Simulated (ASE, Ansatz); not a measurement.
# Localised basis functions on (29,0) 1T-SnS2 nanotube (347 atoms), part 2 of 2

Aim: test how closely localised support functions follow the reference on (29,0) 1T-SnS2 nanotube (347 atoms), and at what cost. A setting counts as converged where the r.m.s. difference of forces stays under 1 % of the r.m.s. force.

Ansatz 0.2.0; Kohn-Sham DFT, PBE+D3(BJ), PAW (set soft_2), plane waves.

The cell: 116 Sn and 231 S. Beside vacuum, support functions can miss their usual error bounds without a warning. Sampling is at Γ alone, for a cell whose periodic width is 13 Å.

So far. Step 2 (Plane-wave single point): Mean Löwdin charges: S -0.33, Sn +0.81 e (they miss 0.61 % of the electrons, so they add up to more than the cell's charge). Within 0.4 eV of the Fermi level the largest share is S p (62 % of the projected weight).

## (3) Structure statistics (continued)

The surroundings of Sn267, which has 5 bonded neighbours where the commonest count for Sn is 6, nearest first, numbered as they follow in the input and with coordinates relative to it.

| atom | x | y | z | distance (Å) | bonds | Löwdin charge (e) | Fx | Fy | Fz (eV/Å) |
| --- | --- | --- | --- | --- | --- | --- | --- | --- | --- |
| Sn267 | 0.00 | 0.00 | 0.00 | 0.00 | 5 | 0.73 | 0.80 | -2.03 | 0.07 |
| S98 | -1.91 | 1.10 | -0.96 | 2.40 | 3 | -0.31 | -1.21 | 0.71 | -0.07 |
| S263 | 1.01 | 1.80 | 1.30 | 2.45 | 3 | -0.31 | 0.42 | 0.88 | -0.64 |
| S268 | -1.33 | -0.48 | 2.18 | 2.60 | 3 | -0.28 | -1.61 | -1.65 | -0.78 |
| S269 | 1.98 | -1.26 | 1.14 | 2.61 | 3 | -0.33 | 1.15 | 0.69 | -0.91 |
| S103 | -0.60 | -2.46 | -0.84 | 2.66 | 3 | -0.37 | 0.40 | 0.33 | -0.47 |
| Sn261 | -0.85 | 3.36 | 0.24 | 3.48 | 6 | 0.75 | 0.53 | 0.23 | -0.84 |
| Sn276 | 0.66 | -1.67 | 3.08 | 3.57 | 6 | 0.79 | 0.38 | -1.04 | 1.70 |
| Sn270 | -0.61 | 1.49 | 3.23 | 3.60 | 6 | 0.87 | 0.98 | 0.56 | 0.70 |
| Sn97 | -0.67 | 1.70 | -3.11 | 3.61 | 5 | 0.71 | 1.97 | -1.19 | 0.47 |
| Sn102 | 0.75 | -1.85 | -3.23 | 3.80 | 5 | 0.68 | 0.27 | -0.74 | 1.55 |
| Sn273 | 1.72 | -3.62 | 0.16 | 4.01 | 6 | 0.85 | -4.45 | 2.71 | -2.71 |
| S93 | 0.71 | 3.55 | -1.96 | 4.12 | 3 | -0.30 | -0.13 | -0.52 | 0.19 |

The column of bonds counts only the pairs S-Sn within 3.25 Å; other neighbours, such as metal atoms beside each other in a compound, aren't counted, and periodic images can show an atom twice.

## (4) Support functions medium

With localised support functions most steps grow linearly with size, though the diagonalisation grows faster unless the density matrix is cut; this run measures error and cost at this size.

This step: Kohn-Sham DFT, PBE+D3(BJ), PAW (set soft_2), localised support functions (medium) (Ansatz 0.2.0).

Input file input.yaml:

```yaml
crystal:
  lattice:
    - [48.6531, 0.0, 0.0]
    - [0.0, 48.59935, 0.0]
    - [0.0, 0.0, 12.64397]
  atoms:
    [... the 347 atom lines of step 2 ...]
kpoints:
  mp_grid: { grid: [1, 1, 1] }
hamiltonian:
  xc: pbe
  dispersion: d3bj
scf:
  occupations: { method: fermi_dirac, width: 0.05 }
  eigensolver: { kind: { support_functions: { accuracy: medium } } }
  mixing: { beta: 0.2 }
  max_iter: 150
output:
  forces: true
```

Launch:

```console
$ ansatz run input.yaml --threads 32 --pin off --max-ram 143360MiB --backend cuda --events-out ev --progress --plain --runs-dir out
```

Numbers of over 12 decimals in the logs are rounded to 6 here.

Log:

```text
Warning: scf.eigensolver.kind.support_functions: disabling space-group detection — the functions' gradient is summed over unrotated k-points, so no spatial operation reduces the k-mesh or symmetrises the density; time reversal is kept, so that k and −k are solved as one point where they differ and the mesh holds both, and exact exchange and, on two spinor components, a DFT+U term hold to it where the run has them: [...]
settings of this run that can trade accuracy for cost: scf.eigensolver.kind.support_functions [...]
[...]
GPU FFT provider: cuFFT
GPU libraries: cuBLAS 13.8.1, cuFFT 12.4.0, cuSOLVER 12.3.2
[...]
Crystal: 347 atoms, lattice volume = 29896.781 Å³
Basis set: ecut = 420 eV, 584231 PW (Γ), exchange–correlation on 720×720×180 points (8 copies of the dense FFT grid, shifted against one another)
Bands: 1806, of which v1, the nominal top of the filled ones, is band 1505 counted from 1 (1504 counted from 0)
Symmetry: 1 space group operations
k-points: 1
[...]
GPU buffer pool allocated for 11664000 grid points (all kernels)
[...]
SCF iter   1: F=—  HF=-907111.554232 eV  |F-HF|=—  |Δ(HF+E_count)|=         —  Δρ=2.19e-2  dr2=2.03e2  ethr=1.00e-1
[...]
SCF iter  16: F=—  HF=-907348.677402 eV  |F-HF|=—  |Δ(HF+E_count)|=   9.78e-5  Δρ=4.78e-6  dr2=9.19e-6  ethr=4.87e-10  κ⁻¹=1.9e-5(r=7)
SCF iter  17: F=-907348.677667 eV  HF=-907348.677562 eV  |F-HF|=1.05e-4  |Δ(HF+E_count)|=   1.60e-4  Δρ=2.50e-6  dr2=2.45e-6  ethr=3.05e-10
SCF 1 converged in 17 iterations: F = -907348.711511 eV  dr2 = 2.45e-6
[...]
SCF converged after 17 iterations
Stability not checked: this state was not tested for a lower state beside it, because the mixer in use, unlike msr1, does not test its closes by its own steps (another_mixer; see scf.mixing.algorithm and scf.lower_state_search)
Free energy (F): -907348.711511 eV
[...]
Internal energy: -907348.590239 eV  (E = F + TS)
E sigma→0 (E₀):  -907348.650875 eV
Entropy (-TS):   -0.121273 eV (-0.349 meV/atom)
Fermi energy:    -2.158288 eV
[...]
Σ components = -907348.711511   (vs F -907348.711511, Δ=0.00e0)
--- Forces (eV/Å), atoms counted from 1 ---
[... 347 lines of forces left out ...]
  max |Σ_I F_I| component: 1.89e-3 eV/Å
--- Band table (eV) ---
[... left out ...]
  guard bands above this table: 261 of the run's 1806 bands (output.publish_guard_bands: true publishes all)
```

It took 13 s on 1 × NVIDIA GB200 with 32 threads of Arm Neoverse V2, shared host; peak memory 5.9 GiB.

That memory is the host's; the program planned up to 19.1 GiB on the GPU.

The program notes that the band table was not solved further than the SCF left it and it switched symmetry off. Further notices: vacuum switching off with vacuum.

Keys that differ from the reference: support_functions.accuracy = "medium", scf.max_iter = 150 and scf.mixing.beta = 0.2.

Forces differ from the reference by 1.1 meV/Å r.m.s., 0.11 % of their size, well within a tolerance of 1 %; the energy by -1.3 meV/atom.

## (5) All settings compared

Differences are against the plane-wave reference (Kohn-Sham DFT, PBE+D3(BJ), PAW (set soft_2), plane waves), whose r.m.s. force component is 1.02 eV/Å. Energies are set beside the reference only for runs with its functional, potentials and electron count. Times are for 1 × NVIDIA GB200 with 32 threads of Arm Neoverse V2, shared host. The reference's time includes the DOS, which some other runs skip.

| run | Δ force, r.m.s. (meV/Å) | share of r.m.s. force (%) | Δ energy (meV/atom) | cycles | time | host memory (GiB) | planned on the GPU (GiB) |
| --- | --- | --- | --- | --- | --- | --- | --- |
| reference | - | - | - | 20 | 35 s | 11 | 114 |
| support functions medium | 1.13 | 0.111 | -1.27 | 17 | 13 s | 5.9 | 19 |

## (6) Outcome

```yaml
free_energy_per_atom: -2614.8365 eV/atom
r_m_s_force_component: 1.017 eV/Å
wall_time_of_the_2_dft_runs: 48 s
```

In words: Against plane waves at 420 eV, the forces differ by 1.1 meV/Å (0.11 %) with support functions medium. Differences between support functions and plane waves include what basis error the plane-wave run still has.

Levels near the Fermi energy are neither full nor empty under the smearing, so no gap is quoted. With the cutoffs above, all S atoms have 3 and 97 % of Sn atoms have 6 bonded neighbours.

**Limits.** The geometry was built by rule, was displaced at random and isn't relaxed at this level: its force components are 1.0 eV/Å r.m.s.

[Logs are printed without paths, hosts, clocks, repeated set-up lines and the standing remarks that a program may print on its own settings, such as how far it seeks lower states.]

[Hosts, paths, dates, database ids (printed as entryN), source tags and the programs' standing remarks are cut or masked in the printed files.]
